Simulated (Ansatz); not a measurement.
## Work function of Al(100): what the settings cost and change

Aim: the work function of Al(100) against thickness and vacuum, with the cost.

Program: Ansatz 0.2.0. Level of theory: plane-wave DFT, PBE, Ansatz PAW. Results are calculated unless marked as measured.

Experimental background.

“Properties of real metallic surfaces: Effects of density functional semilocality and van der Waals nonlocality” (2017, arxiv:1702.08515) quotes from earlier work for Al (clean (100) face, a compiled value): work function (clean (100) face, a compiled value) 4.32 eV.

This is a report of a sequence of runs, with most program output left out.

## (1) The structure

The cell holds 1 atom: 1 Al. Its edges and angles: a = 2.864 Å, b = 2.864 Å, c = 18.000 Å, α = 90.0°, β = 90.0°, γ = 90.0°. Vacuum lies along c.

## (2) Run, setting 1 layer

A work function rests on the faint tail of the density, so the SCF threshold is tight. The slab grows from one layer, at fixed mesh and 18 Å of vacuum; then the vacuum is varied on one slab.

The input, input.yaml:

```yaml
crystal:
  lattice:
    - [2.8637824638, 0.0, 0.0]
    - [0.0, 2.8637824638, 0.0]
    - [0.0, 0.0, 18.0]
  atoms:
    - { symbol: Al, position: [0.5, 0.5, 0.5] }
kpoints:
  mp_grid: { grid: [14, 14, 1] }
hamiltonian:
  xc: pbe
scf:
  occupations: { method: fermi_dirac, width: 0.1 }
  convergence: { dr2_threshold: 1.0e-09 }
efield:
  axis: 3
  dipole_correction: true
  ramp_position: 0.97
  ramp_width: 0.06
output:
  write_potential: true
  write_density: true
  volumetric_format: npy
  elf: true
```

The run is started by

```bash
$ ansatz run input.yaml --threads 2 --pin off --max-ram 3072MiB --backend cpu --events-out ev --progress --plain --runs-dir out
```

Run time: 8 s. Hardware: 2 threads of AMD EPYC 7R43, shared host; peak memory 0.4 GiB; 9.8 s of CPU time.

Numbers from this step:

- energy at zero smearing: -536.3965 eV
- work function, upper face: 4.233 eV

Running mean over 2.025 Å of the planar mean; the ramp of the sawtooth is left out. Table of electron's electrostatic potential energy less the Fermi level by z:

| z (Å) | electron's electrostatic potential energy less the Fermi level (eV) |
| --- | --- |
| 3.0 | 4.23 |
| 3.5 | 4.23 |
| 4.0 | 4.23 |
| 4.5 | 4.23 |
| 5.0 | 4.22 |
| 5.5 | 4.20 |
| 6.0 | 4.14 |
| 6.5 | 3.95 |
| 7.0 | 3.35 |
| 7.5 | 1.72 |
| 8.0 | -0.639 |
| 8.5 | -2.87 |
| 9.0 | -3.87 |
| 9.5 | -2.87 |
| 10.0 | -0.639 |
| 10.5 | 1.72 |
| 11.0 | 3.35 |
| 11.5 | 3.95 |
| 12.0 | 4.14 |
| 12.5 | 4.20 |
| 13.0 | 4.22 |
| 13.5 | 4.23 |
| 14.0 | 4.23 |
| 14.5 | 4.23 |
| 15.0 | 4.23 |

Valence density in the ca plane at fractional y = 0.500, with atoms of Al within 0.2 Å of it. It is the smooth field of the valence electrons, not physical close to the nuclei.

Values in e/Å³, 5 rows by 16 columns, each cell a mean:
```
0.00 0.00 0.00 0.00 0.00 0.00 0.03 0.15 0.17 0.04 0.00 0.00 0.00 0.00 0.00 0.00
0.00 0.00 0.00 0.00 0.00 0.00 0.03 0.14 0.14 0.05 0.00 0.00 0.00 0.00 0.00 0.00
0.00 0.00 0.00 0.00 0.00 0.00 0.04 0.11 0.11 0.05 0.00 0.00 0.00 0.00 0.00 0.00
0.00 0.00 0.00 0.00 0.00 0.00 0.03 0.15 0.16 0.05 0.00 0.00 0.00 0.00 0.00 0.00
0.00 0.00 0.00 0.00 0.00 0.00 0.02 0.14 0.17 0.04 0.00 0.00 0.00 0.00 0.00 0.00
```
Columns run along c (18.0 Å), rows up along a (2.9 Å). Atoms in or near the plane, at fractional coordinates: Al at (0.50, 0.50).

Electrostatic potential energy in the ca plane at fractional y = 0.500, with atoms of Al within 0.2 Å of it. With pseudopotentials it is smooth inside the atoms' cores, unlike the true potential.

Values in eV, 5 rows by 16 columns, each cell a mean:
```
  1   1   1   1   1   1   1  -5  -7   0   1   1   1   1   1   1
  1   1   1   1   1   1   0 -13 -15  -1   1   1   1   1   1   1
  1   1   1   1   1   1  -1 -13 -14  -2   1   1   1   1   1   1
  1   1   1   1   1   1   0 -11 -14  -1   1   1   1   1   1   1
  1   1   1   1   1   1   1  -3  -4   0   1   1   1   1   1   1
```
Columns run along c (18.0 Å; values clipped at the 3rd and 97th percentile), rows up along a (2.9 Å). Atoms in or near the plane, at fractional coordinates: Al at (0.50, 0.50).

ELF in the ca plane at fractional y = 0.500, with atoms of Al within 0.2 Å of it. It is the smooth field of the valence electrons, not physical close to the nuclei.

Ten even steps from '0' (0.00) to '9' (0.84), each cell a mean:
```
00000000000000001246899975310000000000000000
00000000000000001357988986421000000000000000
00000000000000001368732587521000000000000000
00000000000000002478546378531000000000000000
00000000000000002468623387521000000000000000
00000000000000001368865787421000000000000000
00000000000000001247999986310000000000000000
00000000000000001246899975310000000000000000
```
Columns run along c (18.0 Å), rows up along a (2.9 Å). Atoms in or near the plane, at fractional coordinates: Al at (0.50, 0.50).

The work function is 4.233 eV.

## (3) Slab, 2 atoms

System of this step: Al(100). The cell holds 2 atoms: 2 Al. Cell: a = 2.864 Å, b = 2.864 Å, c = 20.025 Å, α = 90.0°, β = 90.0°, γ = 90.0°. Vacuum lies along c.

input.yaml, the sections that differ from step 2:

```yaml
crystal:
  lattice:
    - [2.8637824638, 0.0, 0.0]
    - [0.0, 2.8637824638, 0.0]
    - [0.0, 0.0, 20.025]
  atoms:
    - { symbol: Al, position: [0.5, 0.5, 0.4494382022] }
    - { symbol: Al, position: [0.0, 0.0, 0.5505617978] }
output:
  write_potential: true
  write_density: true
  volumetric_format: npy
# kpoints, hamiltonian, scf, efield: as in step 2
```

Wall time 8.9 s (2 threads); peak memory 0.44 GiB; 11 s of CPU time.

The work function is 4.420 eV, +0.188 eV from the run “1 layer”, at 1.1 times its CPU time.

## (4) Run, 3 atoms

System of this step: Al(100). The cell holds 3 atoms: 3 Al. Cell: a = 2.864 Å, b = 2.864 Å, c = 22.050 Å, α = 90.0°, β = 90.0°, γ = 90.0°. Vacuum lies along c.

input.yaml, the sections that differ from step 3:

```yaml
crystal:
  lattice:
    - [2.8637824638, 0.0, 0.0]
    - [0.0, 2.8637824638, 0.0]
    - [0.0, 0.0, 22.05]
  atoms:
    - { symbol: Al, position: [0.0, 0.0, 0.4081632653] }
    - { symbol: Al, position: [0.5, 0.5, 0.5] }
    - { symbol: Al, position: [0.0, 0.0, 0.5918367347] }
# kpoints, hamiltonian, scf, efield, output: as in step 3
```

Wall time 14 s (2 threads); peak memory 0.41 GiB; 18 s of CPU time.

The work function is 4.451 eV, +0.031 eV from the run “2 layers”, at 1.7 times its CPU time.

## (5) Run, 4 atoms

System of this step: Al(100). The cell holds 4 atoms: 4 Al. Cell: a = 2.864 Å, b = 2.864 Å, c = 24.075 Å, α = 90.0°, β = 90.0°, γ = 90.0°. Vacuum lies along c.

input.yaml, the sections that differ from step 4:

```yaml
crystal:
  lattice:
    - [2.8637824638, 0.0, 0.0]
    - [0.0, 2.8637824638, 0.0]
    - [0.0, 0.0, 24.075]
  atoms:
    - { symbol: Al, position: [0.5, 0.5, 0.3738317757] }
    - { symbol: Al, position: [0.0, 0.0, 0.4579439252] }
    - { symbol: Al, position: [0.5, 0.5, 0.5420560748] }
    - { symbol: Al, position: [0.0, 0.0, 0.6261682243] }
# kpoints, hamiltonian, scf, efield, output: as in step 4
```

It took 16 s on 2 threads; peak memory 0.44 GiB.

The work function is 4.289 eV, -0.162 eV from the run “3 layers”, at 1.2 times its CPU time.

## (6) Slab, 5 atoms

System of this step: Al(100). The cell holds 5 atoms: 5 Al. Cell: a = 2.864 Å, b = 2.864 Å, c = 26.100 Å, α = 90.0°, β = 90.0°, γ = 90.0°. Vacuum lies along c.

input.yaml, the sections that differ from step 5:

```yaml
crystal:
  lattice:
    - [2.8637824638, 0.0, 0.0]
    - [0.0, 2.8637824638, 0.0]
    - [0.0, 0.0, 26.1]
  atoms:
    - { symbol: Al, position: [0.0, 0.0, 0.3448275862] }
    - { symbol: Al, position: [0.5, 0.5, 0.4224137931] }
    - { symbol: Al, position: [0.0, 0.0, 0.5] }
    - { symbol: Al, position: [0.5, 0.5, 0.5775862069] }
    - { symbol: Al, position: [0.0, 0.0, 0.6551724138] }
# kpoints, hamiltonian, scf, efield, output: as in step 5
```

Run time: 14 s. Hardware: 2 threads; peak memory 0.46 GiB.

The work function is 4.311 eV, +0.022 eV from the run “4 layers”, at 0.93 times its CPU time.

## (7) Run, 6 atoms

System of this step: Al(100). The cell holds 6 atoms: 6 Al. Cell: a = 2.864 Å, b = 2.864 Å, c = 28.125 Å, α = 90.0°, β = 90.0°, γ = 90.0°. Vacuum lies along c.

input.yaml, the sections that differ from step 6:

```yaml
crystal:
  lattice:
    - [2.8637824638, 0.0, 0.0]
    - [0.0, 2.8637824638, 0.0]
    - [0.0, 0.0, 28.125]
  atoms:
    - { symbol: Al, position: [0.5, 0.5, 0.32] }
    - { symbol: Al, position: [0.0, 0.0, 0.392] }
    - { symbol: Al, position: [0.5, 0.5, 0.464] }
    - { symbol: Al, position: [0.0, 0.0, 0.536] }
    - { symbol: Al, position: [0.5, 0.5, 0.608] }
    - { symbol: Al, position: [0.0, 0.0, 0.68] }
# kpoints, hamiltonian, scf, efield, output: as in step 6
```

Run time: 16 s. Hardware: 2 threads; peak memory 0.5 GiB.

The work function is 4.269 eV, -0.042 eV from the run “5 layers”, at 1.2 times its CPU time.

## (8) Slab, 8 atoms

System of this step: Al(100). The cell holds 8 atoms: 8 Al. Cell: a = 2.864 Å, b = 2.864 Å, c = 32.175 Å, α = 90.0°, β = 90.0°, γ = 90.0°. Vacuum lies along c.

input.yaml, the sections that differ from step 7:

```yaml
crystal:
  lattice:
    - [2.8637824638, 0.0, 0.0]
    - [0.0, 2.8637824638, 0.0]
    - [0.0, 0.0, 32.175]
  atoms:
    - { symbol: Al, position: [0.5, 0.5, 0.2797202797] }
    - { symbol: Al, position: [0.0, 0.0, 0.3426573427] }
    - { symbol: Al, position: [0.5, 0.5, 0.4055944056] }
    - { symbol: Al, position: [0.0, 0.0, 0.4685314685] }
    - { symbol: Al, position: [0.5, 0.5, 0.5314685315] }
    - { symbol: Al, position: [0.0, 0.0, 0.5944055944] }
    - { symbol: Al, position: [0.5, 0.5, 0.6573426573] }
    - { symbol: Al, position: [0.0, 0.0, 0.7202797203] }
# kpoints, hamiltonian, scf, efield, output: as in step 7
```

Wall time 27 s (2 threads); peak memory 0.56 GiB; 40 s of CPU time.

The work function is 4.260 eV, -0.009 eV from the run “6 layers”, at 1.7 times its CPU time.

## (9) Slab, 10 atoms

System of this step: Al(100). The cell holds 10 atoms: 10 Al. Its edges and angles: a = 2.864 Å, b = 2.864 Å, c = 36.225 Å, α = 90.0°, β = 90.0°, γ = 90.0°. Vacuum lies along c.

input.yaml, the sections that differ from step 8:

```yaml
crystal:
  lattice:
    - [2.8637824638, 0.0, 0.0]
    - [0.0, 2.8637824638, 0.0]
    - [0.0, 0.0, 36.225]
  atoms:
    - { symbol: Al, position: [0.5, 0.5, 0.248447205] }
    - { symbol: Al, position: [0.0, 0.0, 0.3043478261] }
    - { symbol: Al, position: [0.5, 0.5, 0.3602484472] }
    - { symbol: Al, position: [0.0, 0.0, 0.4161490683] }
    - { symbol: Al, position: [0.5, 0.5, 0.4720496894] }
    - { symbol: Al, position: [0.0, 0.0, 0.5279503106] }
    - { symbol: Al, position: [0.5, 0.5, 0.5838509317] }
    - { symbol: Al, position: [0.0, 0.0, 0.6397515528] }
    - { symbol: Al, position: [0.5, 0.5, 0.6956521739] }
    - { symbol: Al, position: [0.0, 0.0, 0.751552795] }
# kpoints, hamiltonian, scf, efield, output: as in step 8
```

Run time: 38 s. Hardware: 2 threads; peak memory 0.64 GiB; 62 s of CPU time.

The work function is 4.299 eV, +0.039 eV from the run “8 layers”, at 1.5 times its CPU time.

## (10) Run, 13 atoms

System of this step: Al(100). The cell holds 13 atoms: 13 Al. Its edges and angles: a = 2.864 Å, b = 2.864 Å, c = 42.300 Å, α = 90.0°, β = 90.0°, γ = 90.0°. Vacuum lies along c.

input.yaml, the sections that differ from step 9:

```yaml
crystal:
  lattice:
    - [2.8637824638, 0.0, 0.0]
    - [0.0, 2.8637824638, 0.0]
    - [0.0, 0.0, 42.3]
  atoms:
    - { symbol: Al, position: [0.0, 0.0, 0.2127659574] }
    - { symbol: Al, position: [0.5, 0.5, 0.2606382979] }
    - { symbol: Al, position: [0.0, 0.0, 0.3085106383] }
    - { symbol: Al, position: [0.5, 0.5, 0.3563829787] }
    - { symbol: Al, position: [0.0, 0.0, 0.4042553191] }
    - { symbol: Al, position: [0.5, 0.5, 0.4521276596] }
    - { symbol: Al, position: [0.0, 0.0, 0.5] }
    - { symbol: Al, position: [0.5, 0.5, 0.5478723404] }
    - { symbol: Al, position: [0.0, 0.0, 0.5957446809] }
    - { symbol: Al, position: [0.5, 0.5, 0.6436170213] }
    - { symbol: Al, position: [0.0, 0.0, 0.6914893617] }
    - { symbol: Al, position: [0.5, 0.5, 0.7393617021] }
    - { symbol: Al, position: [0.0, 0.0, 0.7872340426] }
# kpoints, hamiltonian, scf, efield, output: as in step 9
```

The job ended after 57 s (2 threads; peak memory 0.77 GiB).

The work function is 4.276 eV, -0.024 eV from the run “10 layers”, at 1.5 times its CPU time.

## (11) Slab, 7 atoms

System of this step: Al(100). The cell holds 7 atoms: 7 Al. Cell: a = 2.864 Å, b = 2.864 Å, c = 22.150 Å, α = 90.0°, β = 90.0°, γ = 90.0°. Vacuum lies along c.

input.yaml, the sections that differ from step 10:

```yaml
crystal:
  lattice:
    - [2.8637824638, 0.0, 0.0]
    - [0.0, 2.8637824638, 0.0]
    - [0.0, 0.0, 22.15]
  atoms:
    - { symbol: Al, position: [0.0, 0.0, 0.2257336343] }
    - { symbol: Al, position: [0.5, 0.5, 0.3171557562] }
    - { symbol: Al, position: [0.0, 0.0, 0.4085778781] }
    - { symbol: Al, position: [0.5, 0.5, 0.5] }
    - { symbol: Al, position: [0.0, 0.0, 0.5914221219] }
    - { symbol: Al, position: [0.5, 0.5, 0.6828442438] }
    - { symbol: Al, position: [0.0, 0.0, 0.7742663657] }
# kpoints, hamiltonian, scf, efield, output: as in step 10
```

The job ended after 17 s (2 threads; peak memory 0.47 GiB).

The work function is 4.237 eV. The program marks this work function as in doubt.

## (12) Run, 7 atoms

The cell differs from the one that the last finished run ended in (c 22.150 → 26.150 Å).

input.yaml, the sections that differ from step 11:

```yaml
crystal:
  lattice:
    - [2.8637824638, 0.0, 0.0]
    - [0.0, 2.8637824638, 0.0]
    - [0.0, 0.0, 26.15]
  atoms:
    - { symbol: Al, position: [0.0, 0.0, 0.2676864245] }
    - { symbol: Al, position: [0.5, 0.5, 0.345124283] }
    - { symbol: Al, position: [0.0, 0.0, 0.4225621415] }
    - { symbol: Al, position: [0.5, 0.5, 0.5] }
    - { symbol: Al, position: [0.0, 0.0, 0.5774378585] }
    - { symbol: Al, position: [0.5, 0.5, 0.654875717] }
    - { symbol: Al, position: [0.0, 0.0, 0.7323135755] }
# kpoints, hamiltonian, scf, efield, output: as in step 11
```

Run time: 16 s. Hardware: 2 threads; peak memory 0.5 GiB; 26 s of CPU time.

The work function is 4.245 eV, +0.008 eV from the run “7 layers, 10 Å of vacuum”, at 0.97 times its CPU time.

## (13) Run, 7 atoms (run 2)

The cell differs from the one that the last finished run ended in (c 26.150 → 38.150 Å).

input.yaml, the sections that differ from step 12:

```yaml
crystal:
  lattice:
    - [2.8637824638, 0.0, 0.0]
    - [0.0, 2.8637824638, 0.0]
    - [0.0, 0.0, 38.15]
  atoms:
    - { symbol: Al, position: [0.0, 0.0, 0.3407601573] }
    - { symbol: Al, position: [0.5, 0.5, 0.3938401048] }
    - { symbol: Al, position: [0.0, 0.0, 0.4469200524] }
    - { symbol: Al, position: [0.5, 0.5, 0.5] }
    - { symbol: Al, position: [0.0, 0.0, 0.5530799476] }
    - { symbol: Al, position: [0.5, 0.5, 0.6061598952] }
    - { symbol: Al, position: [0.0, 0.0, 0.6592398427] }
# kpoints, hamiltonian, scf, efield, output: as in step 12
```

Elapsed: 21 s, on 2 threads; peak memory 0.56 GiB.

The work function is 4.245 eV, +0.000 eV from the run “7 layers, 14 Å of vacuum”, at 1.4 times its CPU time.

## (14) Comparing the runs

Times are for 2 threads of AMD EPYC 7R43, shared host. Results by setting:

| no. | setting | work function, upper face (eV) | time | memory (GiB) |
| --- | --- | --- | --- | --- |
| 1 | 1 layer | 4.233 | 8 s | 0.4 |
| 2 | 2 layers | 4.420 | 8.9 s | 0.44 |
| 3 | 3 layers | 4.451 | 14 s | 0.41 |
| 4 | 4 layers | 4.289 | 16 s | 0.44 |
| 5 | 5 layers | 4.311 | 14 s | 0.46 |
| 6 | 6 layers | 4.269 | 16 s | 0.5 |
| 7 | 8 layers | 4.260 | 27 s | 0.56 |
| 8 | 10 layers | 4.299 | 38 s | 0.64 |
| 9 | 13 layers | 4.276 | 57 s | 0.77 |
| 10 | 7 layers, 10 Å of vacuum | 4.237 | 17 s | 0.47 |
| 11 | 7 layers, 14 Å of vacuum | 4.245 | 16 s | 0.5 |
| 12 | 7 layers, 26 Å of vacuum | 4.245 | 21 s | 0.56 |

## (15) A changed input

System of this step: Al(100) monolayer. The cell holds 1 atom: 1 Al. Cell: a = 2.864 Å, b = 2.864 Å, c = 18.000 Å, α = 90.0°, β = 90.0°, γ = 90.0°. Vacuum lies along c.

An input spoilt on purpose, to show how the run answers: it repeats the earlier run “1 layer” with crystal.atoms[0].symbol from Al to al, and scf.max_iter set to 80; its output block differs too.

input.yaml, the sections that differ from step 13:

```yaml
crystal:
  lattice:
    - [2.8637824638, 0.0, 0.0]
    - [0.0, 2.8637824638, 0.0]
    - [0.0, 0.0, 18.0]
  atoms:
    - { symbol: al, position: [0.5, 0.5, 0.5] }
scf:
  occupations: { method: fermi_dirac, width: 0.1 }
  convergence: { dr2_threshold: 1.0e-09 }
  max_iter: 80
# kpoints, hamiltonian, efield, output: as in step 13
```

Run time: 0.06 s. Hardware: 2 threads; peak memory 0.06 GiB.

The program refused the input before any cycle.

The program's message: “Error: YAML parse error: error: line 7 column 17: `al` is not an element symbol (H … Og, case-exact)”

The fault put into the input: an unknown element.

## (16) Outcome

```
work function, 1 layer   : 4.233 eV
work function, 3 layers  : 4.451 eV
work function, 6 layers  : 4.269 eV
work function, 13 layers : 4.276 eV
```

The thickest slab gives 4.28 eV, and the settings tried spread the value from 4.23 to 4.45 eV. At 18 Å of vacuum, the slabs from 4 layers on stay within 0.04 eV of the thickest. Going from 10 to 26 Å of vacuum moves it by 0.008 eV. The program marks the value as in doubt in “7 layers, 10 Å of vacuum”. The ladder's slabs use the tabulated experimental lattice constant (two decimals; a low-temperature value for the alkali metals). In 1 run of the series (7 layers, 10 Å of vacuum) the program warns that electrons reach the sawtooth's ramp, which makes dipole and work function less sure.

Comparison with the measured values:

| quantity | measured | 13 layers |
| --- | --- | --- |
| work function (clean (100) face, a compiled value) (eV) | 4.32 | 4.28 (-0.04 eV) |

Measured values from arxiv:1702.08515 (2017).

How well it matches: The work function is off by -0.04 eV: good agreement. The grades are ours: good and fair within 3 and 7 % for the work function. No cell relaxation is part of this session.

[Logs are printed without paths, hosts, clocks, repeated set-up lines and the standing remarks that a program may print on its own settings, such as how far it seeks lower states.]

[Hosts, paths, dates, database ids (printed as entryN), source tags and the programs' standing remarks are cut or masked in the printed files.]

[Maps of the electrostatic potential energy from Ansatz leave out the sawtooth potential of an applied field or a dipole correction, so their vacuum need not be flat; planar profiles and work functions include it.]
